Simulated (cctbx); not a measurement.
# Reading a Patterson map

Space group P6_3/mcm (no. 193), a = 9.3030 Å, b = 9.3030 Å, c = 6.3510 Å, α = 90.00°, β = 90.00°, γ = 120.00°, content Bi6 Sm10 F2.

The data are simulated with cctbx, not measured: synchrotron X-rays, λ = 0.4959 Å, to d = 0.75 Å, 50 % of the full sphere, strongest reflection 40000 counts, noise from counting, a 4 % proportional error and a noise floor of 15 counts (s.d.); no absorption.

Patterson synthesis, origin scaled to 1000:

```text
Patterson group P 6/m m m
      u       v       w   height  length (A)
  0.000   0.000   0.000   1000.0     0.00
  0.333   0.667   0.500    277.1     6.24
  0.000   0.388   0.500    181.0     4.81
  0.000   0.000   0.500    177.5     3.18
  0.234   0.617   0.000    173.0     5.02
  0.055   0.353   0.250    149.1     3.45
  0.000   0.252   0.500    135.1     3.95
  0.000   0.111   0.500    119.7     3.34
  0.106   0.383   0.000    114.8     3.19
  0.000   0.343   0.000    112.3     3.19
  0.333   0.667   0.000     94.9     5.37
  0.277   0.554   0.000     75.6     5.88
  0.000   0.317   0.500     46.6     4.33
  0.000   0.500   0.500     19.1     5.63
```

Q: Assign the vectors.

A peak at u stands for all pairs with xi − xj = u, with weight Σ ZiZj against Σ Z² = 79936 at the origin. Peak heights follow these weights only roughly, since form factors, motion and series ripples differ, all vectors within 0.55 Å of a peak are counted as merged into it though the farther ones add only part of their weight, and F(000) is left out, which lowers the whole map:

| u | v | w | shortest length (Å) | height | 1000 ΣZiZj/ΣZ² | pairs in the cell |
| --- | --- | --- | --- | --- | --- | --- |
| 0.333 | 0.667 | 0.500 | 6.23 | 277 | 897 | 12 × Bi–Sm, 2 × Sm–Sm, 4 × Sm–F |
| 0.000 | 0.388 | 0.500 | 4.81 | 181 | 172 | 2 × Bi–Bi |
| 0.000 | 0.000 | 0.500 | 3.18 | 178 | 194 | 4 × Sm–Sm, 2 × F–F |
| 0.234 | 0.617 | 0.000 | 5.02 | 173 | 172 | 2 × Bi–Bi |
| 0.055 | 0.353 | 0.250 | 3.45 | 149 | 225 | 2 × Bi–Sm, 2 × Sm–Sm |
| 0.000 | 0.252 | 0.500 | 3.95 | 135 | 182 | 2 × Sm–Sm, 1 × Bi–Bi |
| 0.000 | 0.111 | 0.500 | 3.34 | 120 | 129 | 2 × Bi–Sm |
| 0.106 | 0.383 | 0.000 | 3.19 | 115 | 129 | 2 × Bi–Sm |
| 0.000 | 0.343 | 0.000 | 3.19 | 112 | 129 | 2 × Bi–Sm |
| 0.333 | 0.667 | 0.000 | 5.37 | 95 | 124 | 2 × Sm–Sm, 4 × Sm–F |

The table stops at ten peaks or at a height of 45, below which ripples compete. In the model behind the data Bi, the heaviest element, has 1 independent site: (0.3843, 0, 3/4), up to an allowed shift of origin; the Bi–Bi vectors are differences of these positions and their symmetry mates. The whole model:

| atom | mult. | x | y | z | Ueq (Å²) |
| --- | --- | --- | --- | --- | --- |
| Bi1 | 6 | 0.3843 | 0 | 3/4 | 0.0168 |
| Sm1 | 6 | 0 | 0.7265 | 3/4 | 0.0176 |
| Sm2 | 4 | 1/3 | 2/3 | 1/2 | 0.0175 |
| F1 | 2 | 0 | 0 | 1/2 | 0.0526 |

The model was made for the exercise: a known structure type with other elements put in, its volume estimated, not relaxed; displacement parameters are assumed.

[Logs are printed without paths, hosts, clocks, repeated set-up lines and the standing remarks that a program may print on its own settings, such as how far it seeks lower states.]
